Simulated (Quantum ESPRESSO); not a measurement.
# Osmium (P6_3/mmc): phonons by linear response, part 3 of 3

How does Osmium (P6_3/mmc) vibrate, and is this structure a minimum?

Quantum ESPRESSO 7.5; DFT PBE, scalar-relativistic, plane waves, GBRV ultrasoft pseudopotentials.

So far, highest frequency (cm⁻¹): step 9 (interpolated phonon bands) 222. The relaxed cell has a = 2.752, c = 4.347 Å (conventional setting).

## 11. Zone-centre analysis

A rigid shift of the crystal must cost nothing, but grids and finite bases break this; the acoustic sum rule is imposed before the matrix is diagonalised again.

dynmat.in

```
 &input
    fildyn='x.dyn1',
    asr='crystal',
    fileig='dynmat.eig',
 /
```

The run is started by

```
$ dynmat.x -in dynmat.in > dynmat.out
```

Output:

```text
[banner, memory and clock lines left out]
Program DYNMAT v.7.5

     Reading Dynamical Matrix from file x.dyn1
     ...Force constants read
     ...epsilon and Z* not read (not found on file)
     Acoustic Sum Rule: || Z*(ASR) - Z*(orig)|| =    0.000000E+00
     Acoustic Sum Rule: ||dyn(ASR) - dyn(orig)||=    2.071581E-05
     A direction for q was not specified:TO-LO splitting will be absent

     Polarizability (A^3 units)
     multiply by 1.000000 for Clausius-Mossotti correction
         0.000000    0.000000    0.000000
         0.000000    0.000000    0.000000
         0.000000    0.000000    0.000000

     IR activities are in (D/A)^2/amu units

# mode   [cm-1]    [THz]      IR
    1      0.00    0.0000    0.0000
    2      0.00    0.0000    0.0000
    3      0.00    0.0000    0.0000
    4    162.67    4.8768    0.0000
    5    162.67    4.8768    0.0000
    6    217.43    6.5182    0.0000
```

Wall time 0.46 s (1 thread of Arm Neoverse V1, shared host).

Unit eigenvectors of the mass-weighted matrix after the sum rule; no LO-TO term. Modes at Γ:

| mode | frequency (cm⁻¹) | symmetry |
| --- | --- | --- |
| 1 | 0.0 | acoustic |
| 2 | 0.0 | acoustic |
| 3 | 0.0 | acoustic |
| 4 | 162.7 | E2g |
| 5 | 162.7 | E2g |
| 6 | 217.4 | B1g |

Displacements in mode 4 (162.7 cm⁻¹), the largest set to 1:
```
Os1  0.00  1.00  0.00
Os2  0.00 -1.00  0.00
```

Displacements in mode 6 (217.4 cm⁻¹), the largest set to 1:
```
Os1  0.00  0.00  1.00
Os2  0.00  0.00 -1.00
```

The rule moves no optical mode by more than 0.1 cm⁻¹.

## 12. A frozen mode

The atoms are moved along one mode, by 0.015 Å at most in any Cartesian component, and the restoring forces give its frequency without the response code: a check of the response kernel of this functional.

frozen.in

```
 &control
    calculation='scf',
    prefix='x',
    outdir='./tmp',
    pseudo_dir='./pseudo',
    tprnfor=.true.,
 /
 &system
    ibrav=4,
    celldm(1)=5.20051429,
    celldm(3)=1.57941993,
    nat=2,
    ntyp=1,
    ecutwfc=40.0,
    ecutrho=240.0,
    occupations='smearing',
    smearing='mv',
    degauss=0.02,
 /
 &electrons
    conv_thr=1.0d-11,
    mixing_beta=0.7,
    electron_maxstep=100,
 /
ATOMIC_SPECIES
 Os    190.2300  Os.upf
ATOMIC_POSITIONS crystal
 Os     0.333333333   0.666666667   0.253451010
 Os     0.666666667   0.333333333   0.746548990
K_POINTS automatic
 15 15 8 0 0 0
```

The run is started by

```
$ OMP_NUM_THREADS=1 mpirun -n 4 pw.x -nk 4 -in frozen.in > frozen.out
```

Output:

```text
[banner, memory and clock lines left out]
Program PWSCF v.7.5

     G-vector sticks info

     bravais-lattice index     =            4
     lattice parameter (alat)  =       5.2005  a.u.
     unit-cell volume          =     192.3832 (a.u.)^3
     number of atoms/cell      =            2
     number of atomic types    =            1
     number of electrons       =        32.00
     number of Kohn-Sham states=           20
     kinetic-energy cutoff     =      40.0000  Ry
     charge density cutoff     =     240.0000  Ry
     scf convergence threshold =      1.0E-11
     mixing beta               =       0.7000
     number of iterations used =            8  plain     mixing
     Exchange-correlation= SLA  PW   PBE  PBE
                           (   1   4   3   4   0   0   0)

     celldm(1)=   5.200514  celldm(2)=   0.000000  celldm(3)=   1.579420
     celldm(4)=   0.000000  celldm(5)=   0.000000  celldm(6)=   0.000000

     crystal axes: (cart. coord. in units of alat)
               a(1) = (   1.000000   0.000000   0.000000 )
               a(2) = (  -0.500000   0.866025   0.000000 )
               a(3) = (   0.000000   0.000000   1.579420 )

     reciprocal axes: (cart. coord. in units 2 pi/alat)
               b(1) = (  1.000000  0.577350 -0.000000 )
               b(2) = (  0.000000  1.154701  0.000000 )
               b(3) = (  0.000000 -0.000000  0.633144 )

     PseudoPot. # 1 for Os read from file:
     ./pseudo/Os.upf
     Pseudo is Ultrasoft + core correction, Zval = 16.0
     Using radial grid of  983 points,  8 beta functions with:
                l(1) =   0
                l(2) =   0
                l(3) =   1
                l(4) =   1
                l(5) =   2
                l(6) =   2
                l(7) =   3
                l(8) =   3
     Q(r) pseudized with  8 coefficients,  rinner =    1.150   1.150   1.150
                                                       1.150   1.150   1.150
                                                       1.150

     atomic species   valence    mass     pseudopotential
     Os               16.00   190.23000     Os( 1.00)

     12 Sym. Ops., with inversion, found

   Cartesian axes

     site n.     atom                  positions (alat units)
         1        Os     tau(   1) = (  -0.0000000   0.5773503   0.4003056  )
         2        Os     tau(   2) = (   0.5000000   0.2886751   1.1791144  )

     number of k points=   192  Marzari-Vanderbilt smearing, width (Ry)=  0.0200

     Number of k-points >= 100: set verbosity='high' to print them.

     Dense  grid:    12059 G-vectors     FFT dimensions: (  25,  25,  45)

     Smooth grid:     6633 G-vectors     FFT dimensions: (  24,  24,  36)

     Initial potential from superposition of free atoms

     starting charge      30.9999, renormalised to      32.0000

     negative rho (up, down):  2.631E-01 0.000E+00
     Starting wfcs are   26 randomized atomic wfcs

     per-process dynamical memory:    28.5 Mb

     Self-consistent Calculation

     iteration #  1     ecut=    40.00 Ry     beta= 0.70
     Davidson diagonalization with overlap
     ethr =  1.00E-02,  avg # of iterations =  2.0

     negative rho (up, down):  2.666E-01 0.000E+00

     total energy              =    -397.04649901 Ry
     estimated scf accuracy    <       0.38621956 Ry

     iteration #  2     ecut=    40.00 Ry     beta= 0.70
     Davidson diagonalization with overlap
     ethr =  1.21E-03,  avg # of iterations =  2.0

     negative rho (up, down):  2.619E-01 0.000E+00

     total energy              =    -397.15217237 Ry
     estimated scf accuracy    <       0.03418061 Ry

     iteration #  3     ecut=    40.00 Ry     beta= 0.70
     Davidson diagonalization with overlap
     ethr =  1.07E-04,  avg # of iterations =  2.0

     negative rho (up, down):  2.620E-01 0.000E+00

     total energy              =    -397.15875263 Ry
     estimated scf accuracy    <       0.00008802 Ry

     iteration #  4     ecut=    40.00 Ry     beta= 0.70
     Davidson diagonalization with overlap
     ethr =  2.75E-07,  avg # of iterations =  4.1

     negative rho (up, down):  2.617E-01 0.000E+00

     total energy              =    -397.15883508 Ry
     estimated scf accuracy    <       0.00003088 Ry

     iteration #  5     ecut=    40.00 Ry     beta= 0.70
     Davidson diagonalization with overlap
     ethr =  9.65E-08,  avg # of iterations =  2.0

     negative rho (up, down):  2.615E-01 0.000E+00

     total energy              =    -397.15884010 Ry
     estimated scf accuracy    <       0.00000050 Ry

     iteration #  6     ecut=    40.00 Ry     beta= 0.70
     Davidson diagonalization with overlap
     ethr =  1.55E-09,  avg # of iterations =  3.9

     negative rho (up, down):  2.615E-01 0.000E+00

     total energy              =    -397.15884039 Ry
     estimated scf accuracy    <       0.00000008 Ry

     iteration #  7     ecut=    40.00 Ry     beta= 0.70
     Davidson diagonalization with overlap
     ethr =  2.41E-10,  avg # of iterations =  2.0

     negative rho (up, down):  2.615E-01 0.000E+00

     total energy              =    -397.15884041 Ry
     estimated scf accuracy    <       0.00000001 Ry

     iteration #  8     ecut=    40.00 Ry     beta= 0.70
     Davidson diagonalization with overlap
     ethr =  3.23E-11,  avg # of iterations =  2.0

     negative rho (up, down):  2.615E-01 0.000E+00

     total energy              =    -397.15884041 Ry
     estimated scf accuracy    <          5.0E-10 Ry

     iteration #  9     ecut=    40.00 Ry     beta= 0.70
     Davidson diagonalization with overlap
     ethr =  1.57E-12,  avg # of iterations =  2.5

     negative rho (up, down):  2.615E-01 0.000E+00

     total energy              =    -397.15884041 Ry
     estimated scf accuracy    <          3.6E-11 Ry

     iteration # 10     ecut=    40.00 Ry     beta= 0.70
     Davidson diagonalization with overlap
     ethr =  1.13E-13,  avg # of iterations =  2.6

     negative rho (up, down):  2.615E-01 0.000E+00

     End of self-consistent calculation

     Number of k-points >= 100: set verbosity='high' to print the bands.

     the Fermi energy is    25.8318 ev

!    total energy              =    -397.15884041 Ry
     estimated scf accuracy    <          2.0E-12 Ry
     smearing contrib. (-TS)   =       0.00012882 Ry
     internal energy E=F+TS    =    -397.15896924 Ry

     The total energy is F=E-TS. E is the sum of the following terms:
     one-electron contribution =     -44.66712407 Ry
     hartree contribution      =      45.08350474 Ry
     xc contribution           =     -74.94121675 Ry
     ewald contribution        =    -322.63413315 Ry

     convergence has been achieved in  10 iterations

     negative rho (up, down):  2.615E-01 0.000E+00

     Forces acting on atoms (cartesian axes, Ry/au):

     atom    1 type  1   force =     0.00000000    0.00000000   -0.01933406
     atom    2 type  1   force =     0.00000000    0.00000000    0.01933406

     Total force =     0.027342     Total SCF correction =     0.000003

     XML data file, charge density, pseudopotentials, collected wavefunctions
```

It took 18 s on 4 MPI ranks; 73 s of CPU time.

Numbers from this step:

```yaml
frequency_from_the_forces: 217.7 cm⁻¹
frequency_from_linear_response: 217.4 cm⁻¹
```

The forces give 217.7 cm⁻¹ against 217.4 cm⁻¹ from linear response after the sum rule.

## 13. Check by a frozen phonon

The atoms are moved along one mode, by 0.015 Å at most in any Cartesian component, and the restoring forces give its frequency without the response code: a check of the response kernel of this functional.

frozen.in, as its differences from that of step 12:

```diff
@@ -27,4 +27,4 @@
 ATOMIC_POSITIONS crystal
- Os     0.333333333   0.666666667   0.253451010
- Os     0.666666667   0.333333333   0.746548990
+ Os     0.336480235   0.672960470   0.250000000
+ Os     0.663519765   0.327039530   0.750000000
 K_POINTS automatic
```

Output:

```text
[banner, memory and clock lines left out]
Program PWSCF v.7.5

     G-vector sticks info

     bravais-lattice index     =            4
     lattice parameter (alat)  =       5.2005  a.u.
     unit-cell volume          =     192.3832 (a.u.)^3
     number of atoms/cell      =            2
     number of atomic types    =            1
     number of electrons       =        32.00
     number of Kohn-Sham states=           20
     kinetic-energy cutoff     =      40.0000  Ry
     charge density cutoff     =     240.0000  Ry
     scf convergence threshold =      1.0E-11
     mixing beta               =       0.7000
     number of iterations used =            8  plain     mixing
     Exchange-correlation= SLA  PW   PBE  PBE
                           (   1   4   3   4   0   0   0)

     celldm(1)=   5.200514  celldm(2)=   0.000000  celldm(3)=   1.579420
     celldm(4)=   0.000000  celldm(5)=   0.000000  celldm(6)=   0.000000

     crystal axes: (cart. coord. in units of alat)
               a(1) = (   1.000000   0.000000   0.000000 )
               a(2) = (  -0.500000   0.866025   0.000000 )
               a(3) = (   0.000000   0.000000   1.579420 )

     reciprocal axes: (cart. coord. in units 2 pi/alat)
               b(1) = (  1.000000  0.577350 -0.000000 )
               b(2) = (  0.000000  1.154701  0.000000 )
               b(3) = (  0.000000 -0.000000  0.633144 )

     PseudoPot. # 1 for Os read from file:
     ./pseudo/Os.upf
     Pseudo is Ultrasoft + core correction, Zval = 16.0
     Using radial grid of  983 points,  8 beta functions with:
                l(1) =   0
                l(2) =   0
                l(3) =   1
                l(4) =   1
                l(5) =   2
                l(6) =   2
                l(7) =   3
                l(8) =   3
     Q(r) pseudized with  8 coefficients,  rinner =    1.150   1.150   1.150
                                                       1.150   1.150   1.150
                                                       1.150

     atomic species   valence    mass     pseudopotential
     Os               16.00   190.23000     Os( 1.00)

      8 Sym. Ops., with inversion, found ( 4 have fractional translation)

   Cartesian axes

     site n.     atom                  positions (alat units)
         1        Os     tau(   1) = (   0.0000000   0.5828009   0.3948550  )
         2        Os     tau(   2) = (   0.5000000   0.2832245   1.1845649  )

     number of k points=   320  Marzari-Vanderbilt smearing, width (Ry)=  0.0200

     Number of k-points >= 100: set verbosity='high' to print them.

     Dense  grid:    12059 G-vectors     FFT dimensions: (  25,  25,  48)

     Smooth grid:     6633 G-vectors     FFT dimensions: (  24,  24,  36)

     Initial potential from superposition of free atoms

     starting charge      30.9999, renormalised to      32.0000

     negative rho (up, down):  2.612E-01 0.000E+00
     Starting wfcs are   26 randomized atomic wfcs

     per-process dynamical memory:    37.1 Mb

     Self-consistent Calculation

     iteration #  1     ecut=    40.00 Ry     beta= 0.70
     Davidson diagonalization with overlap
     ethr =  1.00E-02,  avg # of iterations =  2.0

     negative rho (up, down):  2.654E-01 0.000E+00

     total energy              =    -397.04668615 Ry
     estimated scf accuracy    <       0.38631970 Ry

     iteration #  2     ecut=    40.00 Ry     beta= 0.70
     Davidson diagonalization with overlap
     ethr =  1.21E-03,  avg # of iterations =  2.0

     negative rho (up, down):  2.604E-01 0.000E+00

     total energy              =    -397.15241677 Ry
     estimated scf accuracy    <       0.03420768 Ry

     iteration #  3     ecut=    40.00 Ry     beta= 0.70
     Davidson diagonalization with overlap
     ethr =  1.07E-04,  avg # of iterations =  2.0

     negative rho (up, down):  2.605E-01 0.000E+00

     total energy              =    -397.15899574 Ry
     estimated scf accuracy    <       0.00008820 Ry

     iteration #  4     ecut=    40.00 Ry     beta= 0.70
     Davidson diagonalization with overlap
     ethr =  2.76E-07,  avg # of iterations =  4.2

     negative rho (up, down):  2.602E-01 0.000E+00

     total energy              =    -397.15907914 Ry
     estimated scf accuracy    <       0.00003121 Ry

     iteration #  5     ecut=    40.00 Ry     beta= 0.70
     Davidson diagonalization with overlap
     ethr =  9.75E-08,  avg # of iterations =  2.0

     negative rho (up, down):  2.601E-01 0.000E+00

     total energy              =    -397.15908414 Ry
     estimated scf accuracy    <       0.00000051 Ry

     iteration #  6     ecut=    40.00 Ry     beta= 0.70
     Davidson diagonalization with overlap
     ethr =  1.58E-09,  avg # of iterations =  3.8

     negative rho (up, down):  2.600E-01 0.000E+00

     total energy              =    -397.15908445 Ry
     estimated scf accuracy    <       0.00000002 Ry

     iteration #  7     ecut=    40.00 Ry     beta= 0.70
     Davidson diagonalization with overlap
     ethr =  6.85E-11,  avg # of iterations =  2.4

     negative rho (up, down):  2.600E-01 0.000E+00

     total energy              =    -397.15908445 Ry
     estimated scf accuracy    <          1.5E-09 Ry

     iteration #  8     ecut=    40.00 Ry     beta= 0.70
     Davidson diagonalization with overlap
     ethr =  4.64E-12,  avg # of iterations =  2.2

     negative rho (up, down):  2.600E-01 0.000E+00

     total energy              =    -397.15908445 Ry
     estimated scf accuracy    <          6.8E-11 Ry

     iteration #  9     ecut=    40.00 Ry     beta= 0.70
     Davidson diagonalization with overlap
     ethr =  2.11E-13,  avg # of iterations =  2.6

     negative rho (up, down):  2.600E-01 0.000E+00

     End of self-consistent calculation

     Number of k-points >= 100: set verbosity='high' to print the bands.

     the Fermi energy is    25.8300 ev

!    total energy              =    -397.15908445 Ry
     estimated scf accuracy    <          2.1E-12 Ry
     smearing contrib. (-TS)   =       0.00014650 Ry
     internal energy E=F+TS    =    -397.15923096 Ry

     The total energy is F=E-TS. E is the sum of the following terms:
     one-electron contribution =     -44.58053605 Ry
     hartree contribution      =      45.04089147 Ry
     xc contribution           =     -74.94037399 Ry
     ewald contribution        =    -322.67921238 Ry

     convergence has been achieved in   9 iterations

     negative rho (up, down):  2.600E-01 0.000E+00

     Forces acting on atoms (cartesian axes, Ry/au):

     atom    1 type  1   force =     0.00000000   -0.01065990    0.00000000
     atom    2 type  1   force =     0.00000000    0.01065990    0.00000000

     Total force =     0.015075     Total SCF correction =     0.000001

     XML data file, charge density, pseudopotentials, collected wavefunctions
```

Run time: 27 s. Hardware: 4 MPI ranks; 1.8 min of CPU time.

Numbers from this step:

```
frequency from the forces      : 161.6 cm⁻¹
frequency from linear response : 162.7 cm⁻¹
```

The forces give 161.6 cm⁻¹ against 162.7 cm⁻¹ from linear response after the sum rule.

## 14. What came out

```yaml
space_group_after_relaxation: P6_3/mmc
volume_per_atom: 14.3 Å³
highest_optical_zone_centre_mode_no_lo_to_term: 217.4 cm⁻¹
lowest_optical_zone_centre_mode: 162.7 cm⁻¹
q_mesh: 3×3×2
lowest_mode_on_the_q_mesh_acoustic_ones_at_the_zone_centre_apart: 114.2 cm⁻¹
zero_point_energy_per_atom: 30.3 meV
heat_capacity_at_300_k: 23.7 J/(mol atoms K)
vibrational_entropy_at_300_k: 32.4 J/(mol atoms K)
imaginary_modes_on_the_q_mesh: none
```

**Reading.** Osmium (P6_3/mmc) is dynamically stable on the 3×3×2 mesh; its spectrum reaches 222 cm⁻¹. At the PBE level the optical modes of Osmium (P6_3/mmc) at the zone centre run from 163 to 217 cm⁻¹. Along axes with an odd number of divisions the mesh misses the zone-boundary points at one half, where instabilities often lie; those are only interpolated. These are harmonic frequencies at zero temperature: anharmonic shifts and linewidths and thermal expansion are left out. Spin-orbit coupling is left out, which can matter for the heavy elements here. In a metal the frequencies hang on the k mesh and the smearing, most of all near Kohn anomalies. The λ that matdyn.x prints is not taken as a result: on such q meshes it can be far off, most of all in cells of several atoms. The q mesh stands for a supercell only 8.3 Å across, so branches between the solved wavevectors are rough.

[Host names and launcher messages were left out of these logs when they were recorded.]

[Logs are printed without paths, hosts, clocks, repeated set-up lines and the standing remarks that a program may print on its own settings, such as how far it seeks lower states.]

[Hosts, paths, dates, database ids (printed as entryN), source tags and the programs' standing remarks are cut or masked in the printed files.]
